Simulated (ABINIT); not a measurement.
# K2Pt (Fm-3m): G0W0 in ABINIT against the plane-wave cutoff, part 2 of 2

How does the gap of K2Pt (Fm-3m) converge in the plane-wave cutoff?

ABINIT 10.8.3; LDA and many-body steps on it, plane waves. Known limits of the many-body steps: not at the basis limit; no spin polarisation; d states lean on the start; no spin-orbit coupling; coarse k mesh.

So far. Step 5 (Empty states on the mesh, 2×2×2 mesh, 68 bands): On this mesh the gap is 1.306 eV. Step 6 (Screening, 2×2×2 mesh, 62 bands, screening to 106.1 eV): Local fields lower ε∞ by 34 %. On a Γ-centred mesh this coarse the value itself is usually too large, while a short band sum pulls it down.

### Step 8. Screening, 2×2×2 mesh, 62 bands, screening to 106.1 eV

This step: RPA screening on LDA, plane waves, norm-conserving pseudopotentials.

run.abi reads:

```
acell 3*1.0 Angstrom
rprim 
  -0.000000000000 3.781463140000 3.781463140000
  3.781463140000 -0.000000000000 3.781463140000
  3.781463140000 3.781463140000 -0.000000000000
ntypat 2
znucl 19 78
natom 3
typat 1 1 2
xred 
  0.750000000000 0.750000000000 0.750000000000
  0.250000000000 0.250000000000 0.250000000000
  0.000000000000 0.000000000000 0.000000000000
pp_dirpath "pseudos"
pseudos "K.upf, Pt.upf"
ecut 27
ngkpt 2 2 2
nshiftk 1
shiftk 0 0 0
kptopt 1
chksymbreak 0
istwfk *1
occopt 1
irdwfk 1
optdriver 3
nband 62
ecuteps 3.9
inclvkb 2
awtr 1
symchi 1
indata_prefix "in"
outdata_prefix "out"
tmpdata_prefix "tmp"
```

On the command line:

```
> OMP_NUM_THREADS=1 mpirun -n 4 abinit run.abi > log
```

Numbers of over 12 decimals in the logs are rounded to 6 here.

The program printed:

```text
.Version 10.8.3 of ABINIT. v10.8.2 released Aug 2026.

 Symmetries : space group Fm -3 m (#225); Bravais cF (face-center cubic)
[... echo of the input left out ...]
== DATASET  1 ==================================================================
-   mpi_nproc: 4, omp_nthreads: 1 (-1 if OMP is not activated)

--- !DatasetInfo
iteration_state: {dtset: 1, }
dimensions: {natom: 3, nkpt: 3, mband: 62, nsppol: 1, nspinor: 1, nspden: 1, mpw: 4910, }
cutoff_energies: {ecut:  27.0, pawecutdg:  -1.0, }
electrons: {nelect:   3.60000000E+01, charge:   0.00000000E+00, occopt:   1.00000000E+00, tsmear:   1.00000000E-02, }

 SCREENING: Calculation of the susceptibility and dielectric matrices

 Based on a program developped by R.W. Godby, V. Olevano, G. Onida, and L. Reining.
 Incorporated in ABINIT by V. Olevano, G.-M. Rignanese, and M. Torrent.
.Using double precision arithmetic ; gwpc =  8

[... cell and pseudopotentials left out ...]
--------------------------------------------------------------------------------

 ==== K-mesh for the wavefunctions ====
 Number of points in the irreducible wedge :     3
[... list of points left out ...]
 Together with 48 symmetry operations and time-reversal symmetry
 yields     8 points in the full Brillouin Zone.

 ==== Q-mesh for the screening function ====
 Number of points in the irreducible wedge :     3
[... list of points left out ...]
 Together with 48 symmetry operations and time-reversal symmetry
 yields     8 points in the full Brillouin Zone.

 setmesh: FFT mesh size selected  =    36x   36x   36
          total number of points  =        46656

 vcoul_init : cutoff-mode = AUXILIARY_FUNCTION
 q-points for optical limit:   1
     1)      0.000010    0.000020    0.000030

- screening: taking advantage of time-reversal symmetry
- Maximum band index for partially occupied states nbvw = 18
- Remaining bands to be divided among processors   nbcw = 44
- Number of bands treated by each node ~11

 Number of electrons calculated from density =   36.0000; Expected =   36.0000
 average of density, n =  0.049328
 r_s =    1.6915
 omega_plasma =   21.4242 [eV]

 calculating chi0 at frequencies [eV] :
  1    0.000000E+00    0.000000E+00
  2    0.000000E+00    2.142416E+01

--------------------------------------------------------------------------------
  q-point number  1        q = ( 0.000000, 0.000000, 0.000000) [r.l.u.]
--------------------------------------------------------------------------------
[... chi0 elements left out ...]
 For q-point:  0.000010 0.000020 0.000030
  dielectric constant =   8.9046
  dielectric constant without local fields =  13.4318

  Average fulfillment of the sum rule on Im[epsilon] for q-point    1 :     38.75  [%]
[... wings left out ...]
  q-point number  2        q = ( 0.500000, 0.000000, 0.000000) [r.l.u.]
--------------------------------------------------------------------------------
[... chi0 elements left out ...]
  Average fulfillment of the sum rule on Im[epsilon] for q-point    2 :     47.38  [%]

 [... 1 further q-points ...]
```

Elapsed: 6.3 s, on 4 MPI ranks of Arm Neoverse V1, shared host; peak memory 0.72 GiB.

Numbers from this step:

```yaml
eps_infinity_with_local_fields_on_this_mesh_along_the_program_s_q_direction: 8.905
the_same_without_local_fields: 13.43
plasma_frequency: 21.42 eV
plane_waves_in_the_screening_matrix: 283
```

### Step 9. 27 Ha

The self-energy is evaluated for the states that the input lists, and the levels follow from it, in one-shot runs by the linearised quasiparticle equation.

This step: G0W0 on LDA, plane waves, norm-conserving pseudopotentials.

Changes to run.abi since step 8:

```diff
@@ -24,8 +24,19 @@
 irdwfk 1
-optdriver 3
+optdriver 4
 nband 62
+gwcalctyp 0
+ecutsigx 27
+symsigma 1
+nkptgw 3
+kptgw 
+  0.5000000000 0.5000000000 0.0000000000
+  0.5000000000 0.0000000000 0.0000000000
+  0.0000000000 0.0000000000 0.0000000000
+bdgw 
+  16 20
+  17 21
+  16 21
 ecuteps 3.9
-inclvkb 2
-awtr 1
-symchi 1
+irdscr 1
+ppmodel 1
 indata_prefix "in"
```

The program printed:

```text
.Version 10.8.3 of ABINIT. v10.8.2 released Aug 2026.

 Symmetries : space group Fm -3 m (#225); Bravais cF (face-center cubic)
[... echo of the input left out ...]
== DATASET  1 ==================================================================
-   mpi_nproc: 4, omp_nthreads: 1 (-1 if OMP is not activated)

--- !DatasetInfo
iteration_state: {dtset: 1, }
dimensions: {natom: 3, nkpt: 3, mband: 62, nsppol: 1, nspinor: 1, nspden: 1, mpw: 4910, }
cutoff_energies: {ecut:  27.0, pawecutdg:  -1.0, }
electrons: {nelect:   3.60000000E+01, charge:   0.00000000E+00, occopt:   1.00000000E+00, tsmear:   1.00000000E-02, }

 SIGMA: Calculation of the GW corrections

 Based on a program developped by R.W. Godby, V. Olevano, G. Onida, and L. Reining.
 Incorporated in ABINIT by V. Olevano, G.-M. Rignanese, and M. Torrent.
.Using double precision arithmetic ; gwpc =  8

[... cell and pseudopotentials left out ...]
--------------------------------------------------------------------------------

 ==== K-mesh for the wavefunctions ====
 Number of points in the irreducible wedge :     3
[... list of points left out ...]
 Together with 48 symmetry operations and time-reversal symmetry
 yields     8 points in the full Brillouin Zone.

 ==== Q-mesh for screening function ====
 Number of points in the irreducible wedge :     3
[... list of points left out ...]
 Together with 48 symmetry operations and time-reversal symmetry
 yields     8 points in the full Brillouin Zone.

 vcoul_init : cutoff-mode = AUXILIARY_FUNCTION
 q-points for optical limit:   1
     1)      0.000010    0.000020    0.000030
 setmesh: FFT mesh size selected  =    48x   48x   48
          total number of points  =       110592

 Number of electrons calculated from density =   36.0000; Expected =   36.0000
[...]
Perturbative Calculation

--- !SelfEnergy_ee
iteration_state: {dtset: 1, }
kpoint     : [   0.500,    0.500,    0.000, ]
spin       : 1
KS_gap     :    1.512
QP_gap     :    2.480
Delta_QP_KS:    0.967
data: !SigmaeeData |
     Band     E0 <VxcDFT>   SigX SigC(E0)      Z dSigC/dE  Sig(E)    E-E0       E
       16   2.691 -19.351 -23.400   4.314   0.745  -0.343 -19.154   0.198   2.888
       17   2.691 -19.351 -23.400   4.314   0.745  -0.343 -19.154   0.198   2.888
       18   2.752 -19.312 -23.190   4.167   0.745  -0.342 -19.096   0.215   2.967
[...]
--- !SelfEnergy_ee
iteration_state: {dtset: 1, }
kpoint     : [   0.500,    0.000,    0.000, ]
spin       : 1
KS_gap     :    1.390
QP_gap     :    2.084
Delta_QP_KS:    0.694
data: !SigmaeeData |
     Band     E0 <VxcDFT>   SigX SigC(E0)      Z dSigC/dE  Sig(E)    E-E0       E
[...]
--- !SelfEnergy_ee
iteration_state: {dtset: 1, }
kpoint     : [   0.000,    0.000,    0.000, ]
spin       : 1
KS_gap     :    3.551
QP_gap     :    4.937
Delta_QP_KS:    1.386
data: !SigmaeeData |
     Band     E0 <VxcDFT>   SigX SigC(E0)      Z dSigC/dE  Sig(E)    E-E0       E
[...]
20   6.238  -8.978  -4.445  -2.608   0.810  -0.235  -7.418   1.559   7.797
       21   6.238  -8.978  -4.445  -2.608   0.810  -0.235  -7.418   1.559   7.797

 New Fermi energy :        1.455429E-01 Ha ,    3.960423E+00 eV

 === QP Band Gaps ===
  >>>> For spin  1
   Minimum direct gap =   2.0836 [eV], located at k-point      :   0.5000  0.0000  0.0000
   Fundamental gap    =   1.9869 [eV], Top of valence bands at :   0.5000  0.5000  0.0000
                                       Bottom of conduction at :   0.5000  0.0000  0.0000

== END DATASET(S) ==============================================================
================================================================================

 -outvars: echo values of variables after computation  --------
           etotal      0.0000000000E+00
            nband          62
             nkpt           3
          spgroup         225
 [... the other variables as echoed above ...]

 Calculation completed.
```

The job ended after 7.4 s (4 MPI ranks; peak memory 0.75 GiB; 29 s of CPU time).

This step gave:

```yaml
g0w0_gap_on_the_points_computed: 1.987 eV
starting_gap_on_the_mesh: 1.315 eV
k_of_the_valence_top: 0.5, 0.5, 0
k_of_the_conduction_bottom: 0.5, 0, 0
z_at_the_valence_top: 0.745
z_at_the_conduction_bottom: 0.812
least_direct_g0w0_gap_on_the_computed_points: 2.084 eV
```

The gap on the mesh goes from 1.32 eV to 1.99 eV, a correction of +0.67 eV.

### Step 10. Screening, 2×2×2 mesh, 62 bands, screening to 106.1 eV

This step: RPA screening on LDA, plane waves, norm-conserving pseudopotentials.

Changes to run.abi since step 9:

```diff
@@ -15,3 +15,3 @@
 pseudos "K.upf, Pt.upf"
-ecut 27
+ecut 34
 ngkpt 2 2 2
@@ -24,19 +24,8 @@
 irdwfk 1
-optdriver 4
+optdriver 3
 nband 62
-gwcalctyp 0
-ecutsigx 27
-symsigma 1
-nkptgw 3
-kptgw 
-  0.5000000000 0.5000000000 0.0000000000
-  0.5000000000 0.0000000000 0.0000000000
-  0.0000000000 0.0000000000 0.0000000000
-bdgw 
-  16 20
-  17 21
-  16 21
 ecuteps 3.9
-irdscr 1
-ppmodel 1
+inclvkb 2
+awtr 1
+symchi 1
 indata_prefix "in"
```

The program printed:

```text
.Version 10.8.3 of ABINIT. v10.8.2 released Aug 2026.

 Symmetries : space group Fm -3 m (#225); Bravais cF (face-center cubic)
[... echo of the input left out ...]
== DATASET  1 ==================================================================
-   mpi_nproc: 4, omp_nthreads: 1 (-1 if OMP is not activated)

--- !DatasetInfo
iteration_state: {dtset: 1, }
dimensions: {natom: 3, nkpt: 3, mband: 62, nsppol: 1, nspinor: 1, nspden: 1, mpw: 6934, }
cutoff_energies: {ecut:  34.0, pawecutdg:  -1.0, }
[...]
--------------------------------------------------------------------------------
[... chi0 elements left out ...]
 For q-point:  0.000010 0.000020 0.000030
  dielectric constant =   8.9083
  dielectric constant without local fields =  13.4360

  Average fulfillment of the sum rule on Im[epsilon] for q-point    1 :     38.72  [%]
[... wings left out ...]
  q-point number  2        q = ( 0.500000, 0.000000, 0.000000) [r.l.u.]
--------------------------------------------------------------------------------
[... chi0 elements left out ...]
  Average fulfillment of the sum rule on Im[epsilon] for q-point    2 :     47.35  [%]

 [... 1 further q-points ...]
```

Wall time 7.2 s (4 MPI ranks); peak memory 0.81 GiB; 28 s of CPU time.

Numbers from this step:

* ε∞ with local fields, on this mesh, along the program's q direction: 8.908
* the same without local fields: 13.44
* plasma frequency: 21.42 eV
* plane waves in the screening matrix: 283

### Step 11. 34 Ha

This step: G0W0 on LDA, plane waves, norm-conserving pseudopotentials.

Changes to run.abi since step 10:

```diff
@@ -24,8 +24,19 @@
 irdwfk 1
-optdriver 3
+optdriver 4
 nband 62
+gwcalctyp 0
+ecutsigx 34
+symsigma 1
+nkptgw 3
+kptgw 
+  0.5000000000 0.5000000000 0.0000000000
+  0.5000000000 0.0000000000 0.0000000000
+  0.0000000000 0.0000000000 0.0000000000
+bdgw 
+  16 20
+  17 21
+  16 21
 ecuteps 3.9
-inclvkb 2
-awtr 1
-symchi 1
+irdscr 1
+ppmodel 1
 indata_prefix "in"
```

The program printed:

```text
.Version 10.8.3 of ABINIT. v10.8.2 released Aug 2026.

 Symmetries : space group Fm -3 m (#225); Bravais cF (face-center cubic)
[... echo of the input left out ...]
== DATASET  1 ==================================================================
-   mpi_nproc: 4, omp_nthreads: 1 (-1 if OMP is not activated)

--- !DatasetInfo
iteration_state: {dtset: 1, }
dimensions: {natom: 3, nkpt: 3, mband: 62, nsppol: 1, nspinor: 1, nspden: 1, mpw: 6934, }
cutoff_energies: {ecut:  34.0, pawecutdg:  -1.0, }
[...]
Minimum direct gap =   2.0755 [eV], located at k-point      :   0.5000  0.0000  0.0000
   Fundamental gap    =   1.9785 [eV], Top of valence bands at :   0.5000  0.5000  0.0000
                                       Bottom of conduction at :   0.5000  0.0000  0.0000

== END DATASET(S) ==============================================================
================================================================================

 -outvars: echo values of variables after computation  --------
           etotal      0.0000000000E+00
            nband          62
             nkpt           3
          spgroup         225
 [... the other variables as echoed above ...]

 Calculation completed.
```

It took 7.9 s on 4 MPI ranks; peak memory 0.87 GiB; 31 s of CPU time.

Numbers from this step:

- G0W0 gap on the points computed: 1.978 eV
- starting gap on the mesh: 1.306 eV
- k of the valence top: 0.5, 0.5, 0
- k of the conduction bottom: 0.5, 0, 0
- least direct G0W0 gap on the computed points: 2.075 eV

Against the run before, the gap moves by −0.009 eV.

### Step 12. Screening, 2×2×2 mesh, 62 bands, screening to 106.1 eV

This step: RPA screening on LDA, plane waves, norm-conserving pseudopotentials.

Changes to run.abi since step 11:

```diff
@@ -15,3 +15,3 @@
 pseudos "K.upf, Pt.upf"
-ecut 34
+ecut 42
 ngkpt 2 2 2
@@ -24,19 +24,8 @@
 irdwfk 1
-optdriver 4
+optdriver 3
 nband 62
-gwcalctyp 0
-ecutsigx 34
-symsigma 1
-nkptgw 3
-kptgw 
-  0.5000000000 0.5000000000 0.0000000000
-  0.5000000000 0.0000000000 0.0000000000
-  0.0000000000 0.0000000000 0.0000000000
-bdgw 
-  16 20
-  17 21
-  16 21
 ecuteps 3.9
-irdscr 1
-ppmodel 1
+inclvkb 2
+awtr 1
+symchi 1
 indata_prefix "in"
```

The program printed:

```text
.Version 10.8.3 of ABINIT. v10.8.2 released Aug 2026.

 Symmetries : space group Fm -3 m (#225); Bravais cF (face-center cubic)
[... echo of the input left out ...]
== DATASET  1 ==================================================================
-   mpi_nproc: 4, omp_nthreads: 1 (-1 if OMP is not activated)

--- !DatasetInfo
iteration_state: {dtset: 1, }
dimensions: {natom: 3, nkpt: 3, mband: 62, nsppol: 1, nspinor: 1, nspden: 1, mpw: 9528, }
cutoff_energies: {ecut:  42.0, pawecutdg:  -1.0, }
[...]
--------------------------------------------------------------------------------
[... chi0 elements left out ...]
 For q-point:  0.000010 0.000020 0.000030
  dielectric constant =   8.9117
  dielectric constant without local fields =  13.4422

  Average fulfillment of the sum rule on Im[epsilon] for q-point    1 :     38.73  [%]
[... wings left out ...]
  q-point number  2        q = ( 0.500000, 0.000000, 0.000000) [r.l.u.]
--------------------------------------------------------------------------------
[... chi0 elements left out ...]
  Average fulfillment of the sum rule on Im[epsilon] for q-point    2 :     47.35  [%]

 [... 1 further q-points ...]
```

Wall time 8.8 s (4 MPI ranks); peak memory 0.99 GiB; 35 s of CPU time.

This step gave:

```
ε∞ with local fields, on this mesh, along the program's q direction : 8.912
the same without local fields                                       : 13.44
plasma frequency                                                    : 21.42 eV
plane waves in the screening matrix                                 : 283
```

### Step 13. 42 Ha

This step: G0W0 on LDA, plane waves, norm-conserving pseudopotentials.

Changes to run.abi since step 12:

```diff
@@ -24,8 +24,19 @@
 irdwfk 1
-optdriver 3
+optdriver 4
 nband 62
+gwcalctyp 0
+ecutsigx 42
+symsigma 1
+nkptgw 3
+kptgw 
+  0.5000000000 0.5000000000 0.0000000000
+  0.5000000000 0.0000000000 0.0000000000
+  0.0000000000 0.0000000000 0.0000000000
+bdgw 
+  16 20
+  17 21
+  16 21
 ecuteps 3.9
-inclvkb 2
-awtr 1
-symchi 1
+irdscr 1
+ppmodel 1
 indata_prefix "in"
```

The program printed:

```text
.Version 10.8.3 of ABINIT. v10.8.2 released Aug 2026.

 Symmetries : space group Fm -3 m (#225); Bravais cF (face-center cubic)
[... echo of the input left out ...]
== DATASET  1 ==================================================================
-   mpi_nproc: 4, omp_nthreads: 1 (-1 if OMP is not activated)

--- !DatasetInfo
iteration_state: {dtset: 1, }
dimensions: {natom: 3, nkpt: 3, mband: 62, nsppol: 1, nspinor: 1, nspden: 1, mpw: 9528, }
cutoff_energies: {ecut:  42.0, pawecutdg:  -1.0, }
[...]
Minimum direct gap =   2.0758 [eV], located at k-point      :   0.5000  0.0000  0.0000
   Fundamental gap    =   1.9782 [eV], Top of valence bands at :   0.5000  0.5000  0.0000
                                       Bottom of conduction at :   0.5000  0.0000  0.0000

== END DATASET(S) ==============================================================
================================================================================

 -outvars: echo values of variables after computation  --------
           etotal      0.0000000000E+00
            nband          62
             nkpt           3
          spgroup         225
 [... the other variables as echoed above ...]

 Calculation completed.
```

The job ended after 8.7 s (4 MPI ranks; peak memory 1 GiB).

This step gave:

| Quantity | Value |
| --- | --- |
| G0W0 gap on the points computed | 1.978 eV |
| starting gap on the mesh | 1.306 eV |
| k of the valence top | 0.5, 0.5, 0 |
| k of the conduction bottom | 0.5, 0, 0 |
| least direct G0W0 gap on the computed points | 2.076 eV |

Against the run before, the gap moves by +0.000 eV.

### Step 14. The runs together

Times are wall times on 4 MPI ranks of Arm Neoverse V1, shared host, good to a factor of about two. A run's time includes the screening step that it read.

| run | mesh | bands | screening cutoff (eV) | DFT gap (eV) | gap on the mesh (eV) | direct (eV) | ε∞ used | time |
| --- | --- | --- | --- | --- | --- | --- | --- | --- |
| 20 Ha | 2×2×2 | 62 | 106.1 | 1.368 | 2.030 | 2.128 | 9.06 | 12 s |
| 27 Ha | 2×2×2 | 62 | 106.1 | 1.315 | 1.987 | 2.084 | 8.90 | 14 s |
| 34 Ha | 2×2×2 | 62 | 106.1 | 1.306 | 1.978 | 2.075 | 8.91 | 15 s |
| 42 Ha | 2×2×2 | 62 | 106.1 | 1.306 | 1.978 | 2.076 | 8.91 | 17 s |

### Step 15. Outcome

```json
{"20 Ha": "2.030 eV", "27 Ha": "1.987 eV", "34 Ha": "1.978 eV", "42 Ha": "1.978 eV", "known limits": "not at the basis limit; no spin polarisation; d states lean on the start; no spin-orbit coupling; coarse k mesh"}
```

The setting moved: plane-wave cutoff. From 20 Ha to 42 Ha the gap moves by −0.05 eV. It holds to 0.03 eV from 27 Ha on. Bands and screening cutoff are coupled, so a series along one setting does not show full convergence. Bands and cutoff are finite, so the gap is not at the basis limit. The miss can reach some tenths of an eV and take either sign; the mesh is an error of its own. The 2×2×2 mesh is coarse for this cell, which bears on the long-range parts of exchange and screening. The runs have no spin polarisation. For a closed low-spin shell that is the natural state; where a d or f shell is open it is a constraint, and the gap is then not the crystal's own. With d states at the gap, one-shot GW leans hard on its start. The many-body steps are scalar-relativistic: spin-orbit coupling is not in them.

[Paths, hosts, dates, memory and timing lines, banners, echoed tables and standing remarks are left out of the program output.]

[Logs are printed without paths, hosts, clocks, repeated set-up lines and the standing remarks that a program may print on its own settings, such as how far it seeks lower states.]

[Runs of the session that timed out or met a known fault of the program may be left out.]

[Hosts, paths, dates, database ids (printed as entryN), source tags and the programs' standing remarks are cut or masked in the printed files.]

[G0W0 gaps are taken among the corrected bands and points alone; a level outside them can change the order at an edge.]

[Where Ansatz stands beside ABINIT at settings called matched, ABINIT's density can come from a denser mesh and the files from another edition; pairs whose starting gaps differed by over 0.03 eV were left out, so agreement reads better than it is.]
